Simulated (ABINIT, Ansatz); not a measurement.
# YBiS3 (Pm-3m): zone-centre phonons, part 4 of 5

Which modes does YBiS3 (Pm-3m) have at the zone centre?

ABINIT 10.8.3; DFT PBEsol, scalar-relativistic, plane waves, PseudoDojo norm-conserving pseudopotentials.

So far. Step 7 (Linear response at Γ): The acoustic modes at Γ come out as far as 0.9 cm⁻¹ from zero, where they should vanish, a small numerical error. The lowest optical mode is imaginary, 163i cm⁻¹, an instability at this level and on this k mesh. Step 8 (Zone-centre analysis): The rule moves no optical mode by more than 0.1 cm⁻¹. The relaxed cell has a = 5.098 Å (conventional setting).

The structure was built from a prototype and need not be the compound's stable phase.

## 9. Sum rules set otherwise (asr 0)

Without the rule the raw error of the acoustic modes shows.

File anaddb.abi:

```
ddb_filepath "gamma_DDB"
output_file "anaddb.abo"
outdata_prefix "anaddb"
asr 0
chneut 0
enunit 2
eivec 1
nph1l 1
qph1l 0.0 0.0 0.0 1.0
```

File mrgddb.in:

```
gamma_DDB
merged
2
dfpt_gammao_DDB
gso_DDB
```

The run is started by

```
$ mrgddb < mrgddb.in > mrgddb.log
$ OMP_NUM_THREADS=1 anaddb anaddb.abi > anaddb.log
```

anaddb.abo, the main output file:

```text
-outvars_anaddb: echo values of input variables ----------------------

 Miscellaneous information :
      enunit         2
       eivec         1
      chneut         0
 First list of wavevector (reduced coord.) :
       nph1l         1
       qph1l
                     0.00000000E+00  0.00000000E+00  0.00000000E+00    1.000E+00

================================================================================

 read the DDB information and perform some checks

  ==== Info on the Cryst% object ====
 Real(R)+Recip(G) space primitive vectors, cartesian coordinates (Bohr,Bohr^-1):
 R(1)=  9.6329114  0.0000000  0.0000000  G(1)=  0.1038108  0.0000000  0.0000000
 R(2)=  0.0000000  9.6329114  0.0000000  G(2)=  0.0000000  0.1038108  0.0000000
 R(3)=  0.0000000  0.0000000  9.6329114  G(3)=  0.0000000  0.0000000  0.1038108
 Unit cell volume ucvol=  8.9386657E+02 bohr^3
 Angles (23,13,12)=  9.00000000E+01  9.00000000E+01  9.00000000E+01 degrees
 Time-reversal symmetry is present
 Reduced atomic positions [iatom, xred, symbol]:
    1)    0.0000000  0.0000000  0.0000000  Bi
    2)    0.5000000  0.5000000  0.5000000   Y
    3)    0.5000000  0.5000000  0.0000000   S
    4)    0.5000000  0.0000000  0.5000000   S
    5)    0.0000000  0.5000000  0.5000000   S

 DDB file with 3 blocks has been read.

================================================================================

 Treat the first list of vectors

  Phonon wavevector (reduced coordinates) :  0.00000  0.00000  0.00000
 Phonon energies in Hartree :
  -7.420440E-04 -7.420440E-04 -7.420440E-04 -7.104041E-04 -7.104041E-04
  -7.104041E-04 -2.855467E-04 -2.855467E-04 -2.855467E-04 -4.253887E-06
  -4.253886E-06 -4.253885E-06  1.874326E-03  1.874326E-03  1.874326E-03
 Phonon energies in meV     :
- -2.019205E+01 -2.019205E+01 -2.019205E+01 -1.933108E+01 -1.933108E+01
- -1.933108E+01 -7.770122E+00 -7.770122E+00 -7.770122E+00 -1.157542E-01
- -1.157541E-01 -1.157541E-01  5.100302E+01  5.100302E+01  5.100302E+01
 Phonon frequencies in cm-1    :
- -1.628598E+02 -1.628598E+02 -1.628598E+02 -1.559157E+02 -1.559157E+02
- -1.559157E+02 -6.267026E+01 -6.267026E+01 -6.267026E+01 -9.336202E-01
- -9.336201E-01 -9.336198E-01  4.113671E+02  4.113671E+02  4.113671E+02
 Phonon frequencies in Thz     :
- -4.882415E+00 -4.882415E+00 -4.882415E+00 -4.674234E+00 -4.674234E+00
- -4.674234E+00 -1.878807E+00 -1.878807E+00 -1.878807E+00 -2.798923E-02
- -2.798923E-02 -2.798922E-02  1.233248E+01  1.233248E+01  1.233248E+01
 Phonon energies in Kelvin  :
- -2.343190E+02 -2.343190E+02 -2.343190E+02 -2.243279E+02 -2.243279E+02
- -2.243279E+02 -9.016852E+01 -9.016852E+01 -9.016852E+01 -1.343271E+00
- -1.343271E+00 -1.343271E+00  5.918655E+02  5.918655E+02  5.918655E+02

 Eigendisplacements
 (will be given, for each mode : in cartesian coordinates
   for each atom the real part of the displacement vector,
   then the imaginary part of the displacement vector - absolute values smaller than 1.0d-7 are set to zero)
  Mode number    1   Energy   -7.420440E-04
 Attention : low frequency mode.
   (Could be unstable or acoustic mode)
-  1  0.00000000E+00  0.00000000E+00 -6.66375851E-04
-     0.00000000E+00  0.00000000E+00  0.00000000E+00
-  2  0.00000000E+00  0.00000000E+00 -3.59129005E-04
-     0.00000000E+00  0.00000000E+00  0.00000000E+00
-  3  0.00000000E+00  0.00000000E+00  7.97294666E-05
-     0.00000000E+00  0.00000000E+00  0.00000000E+00
-  4  0.00000000E+00  0.00000000E+00  2.63152855E-03
-     0.00000000E+00  0.00000000E+00  0.00000000E+00
-  5  0.00000000E+00  0.00000000E+00  2.63152855E-03
-     0.00000000E+00  0.00000000E+00  0.00000000E+00
  Mode number    2   Energy   -7.420440E-04
 Attention : low frequency mode.
   (Could be unstable or acoustic mode)
-  1  0.00000000E+00  6.66375851E-04  0.00000000E+00
-     0.00000000E+00  0.00000000E+00  0.00000000E+00
-  2  0.00000000E+00  3.59129005E-04  0.00000000E+00
-     0.00000000E+00  0.00000000E+00  0.00000000E+00
-  3  0.00000000E+00 -2.63152855E-03  0.00000000E+00
-     0.00000000E+00  0.00000000E+00  0.00000000E+00
-  4  0.00000000E+00 -7.97294666E-05  0.00000000E+00
-     0.00000000E+00  0.00000000E+00  0.00000000E+00
-  5  0.00000000E+00 -2.63152855E-03  0.00000000E+00
-     0.00000000E+00  0.00000000E+00  0.00000000E+00
  Mode number    3   Energy   -7.420440E-04
 Attention : low frequency mode.
   (Could be unstable or acoustic mode)
-  1  6.66375851E-04  0.00000000E+00  0.00000000E+00
-     0.00000000E+00  0.00000000E+00  0.00000000E+00
-  2  3.59129005E-04  0.00000000E+00  0.00000000E+00
-     0.00000000E+00  0.00000000E+00  0.00000000E+00
-  3 -2.63152855E-03  0.00000000E+00  0.00000000E+00
-     0.00000000E+00  0.00000000E+00  0.00000000E+00
-  4 -2.63152855E-03  0.00000000E+00  0.00000000E+00
-     0.00000000E+00  0.00000000E+00  0.00000000E+00
-  5 -7.97294666E-05  0.00000000E+00  0.00000000E+00
-     0.00000000E+00  0.00000000E+00  0.00000000E+00
  Mode number    4   Energy   -7.104041E-04
 Attention : low frequency mode.
   (Could be unstable or acoustic mode)
-  1  0.00000000E+00  0.00000000E+00  0.00000000E+00
-     0.00000000E+00  0.00000000E+00  0.00000000E+00
-  2  0.00000000E+00  0.00000000E+00  0.00000000E+00
-     0.00000000E+00  0.00000000E+00  0.00000000E+00
-  3  0.00000000E+00  0.00000000E+00  0.00000000E+00
-     0.00000000E+00  0.00000000E+00  0.00000000E+00
-  4  0.00000000E+00  0.00000000E+00  2.92470830E-03
-     0.00000000E+00  0.00000000E+00  0.00000000E+00
-  5  0.00000000E+00  0.00000000E+00 -2.92470830E-03
-     0.00000000E+00  0.00000000E+00  0.00000000E+00
  Mode number    5   Energy   -7.104041E-04
 Attention : low frequency mode.
   (Could be unstable or acoustic mode)
-  1  0.00000000E+00  0.00000000E+00  0.00000000E+00
-     0.00000000E+00  0.00000000E+00  0.00000000E+00
-  2  0.00000000E+00  0.00000000E+00  0.00000000E+00
-     0.00000000E+00  0.00000000E+00  0.00000000E+00
-  3  0.00000000E+00  2.92470830E-03  0.00000000E+00
-     0.00000000E+00  0.00000000E+00  0.00000000E+00
-  4  0.00000000E+00  0.00000000E+00  0.00000000E+00
-     0.00000000E+00  0.00000000E+00  0.00000000E+00
-  5  0.00000000E+00 -2.92470830E-03  0.00000000E+00
-     0.00000000E+00  0.00000000E+00  0.00000000E+00
  Mode number    6   Energy   -7.104041E-04
 Attention : low frequency mode.
   (Could be unstable or acoustic mode)
-  1  0.00000000E+00  0.00000000E+00  0.00000000E+00
-     0.00000000E+00  0.00000000E+00  0.00000000E+00
-  2  0.00000000E+00  0.00000000E+00  0.00000000E+00
-     0.00000000E+00  0.00000000E+00  0.00000000E+00
-  3  2.92470830E-03  0.00000000E+00  0.00000000E+00
-     0.00000000E+00  0.00000000E+00  0.00000000E+00
-  4 -2.92470830E-03  0.00000000E+00  0.00000000E+00
-     0.00000000E+00  0.00000000E+00  0.00000000E+00
-  5  0.00000000E+00  0.00000000E+00  0.00000000E+00
-     0.00000000E+00  0.00000000E+00  0.00000000E+00
  Mode number    7   Energy   -2.855467E-04
 Attention : low frequency mode.
   (Could be unstable or acoustic mode)
-  1  0.00000000E+00  0.00000000E+00  8.86370801E-04
-     0.00000000E+00  0.00000000E+00  0.00000000E+00
-  2  0.00000000E+00  0.00000000E+00 -1.85105444E-03
-     0.00000000E+00  0.00000000E+00  0.00000000E+00
-  3  0.00000000E+00  0.00000000E+00 -1.47036958E-03
-     0.00000000E+00  0.00000000E+00  0.00000000E+00
-  4  0.00000000E+00  0.00000000E+00  4.03477631E-04
-     0.00000000E+00  0.00000000E+00  0.00000000E+00
-  5  0.00000000E+00  0.00000000E+00  4.03477631E-04
-     0.00000000E+00  0.00000000E+00  0.00000000E+00
  Mode number    8   Energy   -2.855467E-04
 Attention : low frequency mode.
   (Could be unstable or acoustic mode)
-  1  0.00000000E+00 -8.86370800E-04  0.00000000E+00
-     0.00000000E+00  0.00000000E+00  0.00000000E+00
-  2  0.00000000E+00  1.85105444E-03  0.00000000E+00
-     0.00000000E+00  0.00000000E+00  0.00000000E+00
-  3  0.00000000E+00 -4.03477631E-04  0.00000000E+00
-     0.00000000E+00  0.00000000E+00  0.00000000E+00
-  4  0.00000000E+00  1.47036958E-03  0.00000000E+00
-     0.00000000E+00  0.00000000E+00  0.00000000E+00
-  5  0.00000000E+00 -4.03477631E-04  0.00000000E+00
-     0.00000000E+00  0.00000000E+00  0.00000000E+00
  Mode number    9   Energy   -2.855467E-04
 Attention : low frequency mode.
   (Could be unstable or acoustic mode)
-  1  8.86370801E-04  0.00000000E+00  0.00000000E+00
-     0.00000000E+00  0.00000000E+00  0.00000000E+00
-  2 -1.85105444E-03  0.00000000E+00  0.00000000E+00
-     0.00000000E+00  0.00000000E+00  0.00000000E+00
-  3  4.03477631E-04  0.00000000E+00  0.00000000E+00
-     0.00000000E+00  0.00000000E+00  0.00000000E+00
-  4  4.03477631E-04  0.00000000E+00  0.00000000E+00
-     0.00000000E+00  0.00000000E+00  0.00000000E+00
-  5 -1.47036958E-03  0.00000000E+00  0.00000000E+00
-     0.00000000E+00  0.00000000E+00  0.00000000E+00
  Mode number   10   Energy   -4.253887E-06
 Attention : low frequency mode.
   (Could be unstable or acoustic mode)
-  1  0.00000000E+00  0.00000000E+00 -1.18119898E-03
-     0.00000000E+00  0.00000000E+00  0.00000000E+00
-  2  0.00000000E+00  0.00000000E+00 -1.17753500E-03
-     0.00000000E+00  0.00000000E+00  0.00000000E+00
-  3  0.00000000E+00  0.00000000E+00 -1.17787682E-03
-     0.00000000E+00  0.00000000E+00  0.00000000E+00
-  4  0.00000000E+00  0.00000000E+00 -1.17962068E-03
-     0.00000000E+00  0.00000000E+00  0.00000000E+00
-  5  0.00000000E+00  0.00000000E+00 -1.17962068E-03
-     0.00000000E+00  0.00000000E+00  0.00000000E+00
  Mode number   11   Energy   -4.253886E-06
 Attention : low frequency mode.
   (Could be unstable or acoustic mode)
-  1  0.00000000E+00 -1.18119898E-03  0.00000000E+00
-     0.00000000E+00  0.00000000E+00  0.00000000E+00
-  2  0.00000000E+00 -1.17753500E-03  0.00000000E+00
-     0.00000000E+00  0.00000000E+00  0.00000000E+00
-  3  0.00000000E+00 -1.17962068E-03  0.00000000E+00
-     0.00000000E+00  0.00000000E+00  0.00000000E+00
-  4  0.00000000E+00 -1.17787682E-03  0.00000000E+00
-     0.00000000E+00  0.00000000E+00  0.00000000E+00
-  5  0.00000000E+00 -1.17962068E-03  0.00000000E+00
-     0.00000000E+00  0.00000000E+00  0.00000000E+00
  Mode number   12   Energy   -4.253885E-06
 Attention : low frequency mode.
   (Could be unstable or acoustic mode)
-  1  1.18119898E-03  0.00000000E+00  0.00000000E+00
-     0.00000000E+00  0.00000000E+00  0.00000000E+00
-  2  1.17753500E-03  0.00000000E+00  0.00000000E+00
-     0.00000000E+00  0.00000000E+00  0.00000000E+00
-  3  1.17962068E-03  0.00000000E+00  0.00000000E+00
-     0.00000000E+00  0.00000000E+00  0.00000000E+00
-  4  1.17962068E-03  0.00000000E+00  0.00000000E+00
-     0.00000000E+00  0.00000000E+00  0.00000000E+00
-  5  1.17787682E-03  0.00000000E+00  0.00000000E+00
-     0.00000000E+00  0.00000000E+00  0.00000000E+00
  Mode number   13   Energy    1.874326E-03
-  1  0.00000000E+00  0.00000000E+00  9.47607696E-06
-     0.00000000E+00  0.00000000E+00  0.00000000E+00
-  2  0.00000000E+00  0.00000000E+00  1.10832384E-03
-     0.00000000E+00  0.00000000E+00  0.00000000E+00
-  3  0.00000000E+00  0.00000000E+00 -3.68131769E-03
-     0.00000000E+00  0.00000000E+00  0.00000000E+00
-  4  0.00000000E+00  0.00000000E+00  2.73270897E-04
-     0.00000000E+00  0.00000000E+00  0.00000000E+00
-  5  0.00000000E+00  0.00000000E+00  2.73270897E-04
-     0.00000000E+00  0.00000000E+00  0.00000000E+00
  Mode number   14   Energy    1.874326E-03
-  1  0.00000000E+00  9.47607692E-06  0.00000000E+00
-     0.00000000E+00  0.00000000E+00  0.00000000E+00
-  2  1.03029196E-07  1.10832384E-03  0.00000000E+00
-     0.00000000E+00  0.00000000E+00  0.00000000E+00
-  3  0.00000000E+00  2.73270896E-04  0.00000000E+00
-     0.00000000E+00  0.00000000E+00  0.00000000E+00
-  4  0.00000000E+00 -3.68131767E-03  0.00000000E+00
-     0.00000000E+00  0.00000000E+00  0.00000000E+00
-  5 -3.42213339E-07  2.73270896E-04  0.00000000E+00
-     0.00000000E+00  0.00000000E+00  0.00000000E+00
  Mode number   15   Energy    1.874326E-03
-  1  9.47607692E-06  0.00000000E+00  0.00000000E+00
-     0.00000000E+00  0.00000000E+00  0.00000000E+00
-  2  1.10832384E-03 -1.03029196E-07  0.00000000E+00
-     0.00000000E+00  0.00000000E+00  0.00000000E+00
-  3  2.73270896E-04  0.00000000E+00  0.00000000E+00
-     0.00000000E+00  0.00000000E+00  0.00000000E+00
-  4  2.73270896E-04  3.42213339E-07  0.00000000E+00
-     0.00000000E+00  0.00000000E+00  0.00000000E+00
-  5 -3.68131767E-03  0.00000000E+00  0.00000000E+00
-     0.00000000E+00  0.00000000E+00  0.00000000E+00

 Analysis of degeneracies and characters (maximum tolerance=1.00E-06 a.u.)
 For each vibration mode, or group of modes if degenerate,
 the characters are given for each symmetry operation (see the list in the log file).
 Symmetry characters of vibration mode #   1
       degenerate with vibration modes #   2 to    3
  3.0 -3.0 -1.0  1.0 -1.0  1.0 -1.0  1.0  1.0 -1.0 -1.0  1.0  1.0 -1.0 -1.0  1.0
 -0.0  0.0 -0.0  0.0  0.0 -0.0  0.0 -0.0  1.0 -1.0 -1.0  1.0 -1.0  1.0  1.0 -1.0
 -0.0  0.0  0.0 -0.0  0.0 -0.0 -0.0  0.0  1.0 -1.0  1.0 -1.0 -1.0  1.0 -1.0  1.0
 Symmetry characters of vibration mode #   4
       degenerate with vibration modes #   5 to    6
  3.0 -3.0 -1.0  1.0 -1.0  1.0 -1.0  1.0 -1.0  1.0  1.0 -1.0 -1.0  1.0  1.0 -1.0
 -0.0  0.0 -0.0  0.0  0.0 -0.0  0.0 -0.0 -1.0  1.0  1.0 -1.0  1.0 -1.0 -1.0  1.0
 -0.0  0.0  0.0 -0.0  0.0 -0.0 -0.0  0.0 -1.0  1.0 -1.0  1.0  1.0 -1.0  1.0 -1.0
 Symmetry characters of vibration mode #   7
       degenerate with vibration modes #   8 to    9
  3.0 -3.0 -1.0  1.0 -1.0  1.0 -1.0  1.0  1.0 -1.0 -1.0  1.0  1.0 -1.0 -1.0  1.0
 -0.0  0.0 -0.0  0.0  0.0 -0.0  0.0 -0.0  1.0 -1.0 -1.0  1.0 -1.0  1.0  1.0 -1.0
 -0.0  0.0  0.0 -0.0  0.0 -0.0 -0.0  0.0  1.0 -1.0  1.0 -1.0 -1.0  1.0 -1.0  1.0
 Symmetry characters of vibration mode #  10
       degenerate with vibration modes #  11 to   12
  3.0 -3.0 -1.0  1.0 -1.0  1.0 -1.0  1.0  1.0 -1.0 -1.0  1.0  1.0 -1.0 -1.0  1.0
  0.0 -0.0  0.0 -0.0 -0.0  0.0 -0.0  0.0  1.0 -1.0 -1.0  1.0 -1.0  1.0  1.0 -1.0
  0.0 -0.0 -0.0  0.0 -0.0  0.0  0.0 -0.0  1.0 -1.0  1.0 -1.0 -1.0  1.0 -1.0  1.0
 Symmetry characters of vibration mode #  13
       degenerate with vibration modes #  14 to   15
  3.0 -3.0 -1.0  1.0 -1.0  1.0 -1.0  1.0  1.0 -1.0 -1.0  1.0  1.0 -1.0 -1.0  1.0
 -0.0  0.0 -0.0  0.0  0.0 -0.0  0.0 -0.0  1.0 -1.0 -1.0  1.0 -1.0  1.0  1.0 -1.0
 -0.0  0.0  0.0 -0.0  0.0 -0.0 -0.0  0.0  1.0 -1.0  1.0 -1.0 -1.0  1.0 -1.0  1.0
-
```

Run time: 0.49 s. Hardware: 1 thread of Arm Neoverse V1, shared host.

Numbers from this step:

```yaml
lowest_optical_zone_centre_mode: -162.9 cm⁻¹
```

Zone-centre frequencies as printed; negative means imaginary. Modes:

```tsv
mode	frequency (cm⁻¹)
1	-162.9
2	-162.9
3	-162.9
4	-155.9
5	-155.9
6	-155.9
7	-62.67
8	-62.67
9	-62.67
10	-0.93
11	-0.93
12	-0.93
13	411.4
14	411.4
15	411.4
```

[end of part 4 of 5]

[Host names and launcher messages were left out of these logs when they were recorded.]

[Logs are printed without paths, hosts, clocks, repeated set-up lines and the standing remarks that a program may print on its own settings, such as how far it seeks lower states.]

[Hosts, paths, dates, database ids (printed as entryN), source tags and the programs' standing remarks are cut or masked in the printed files.]
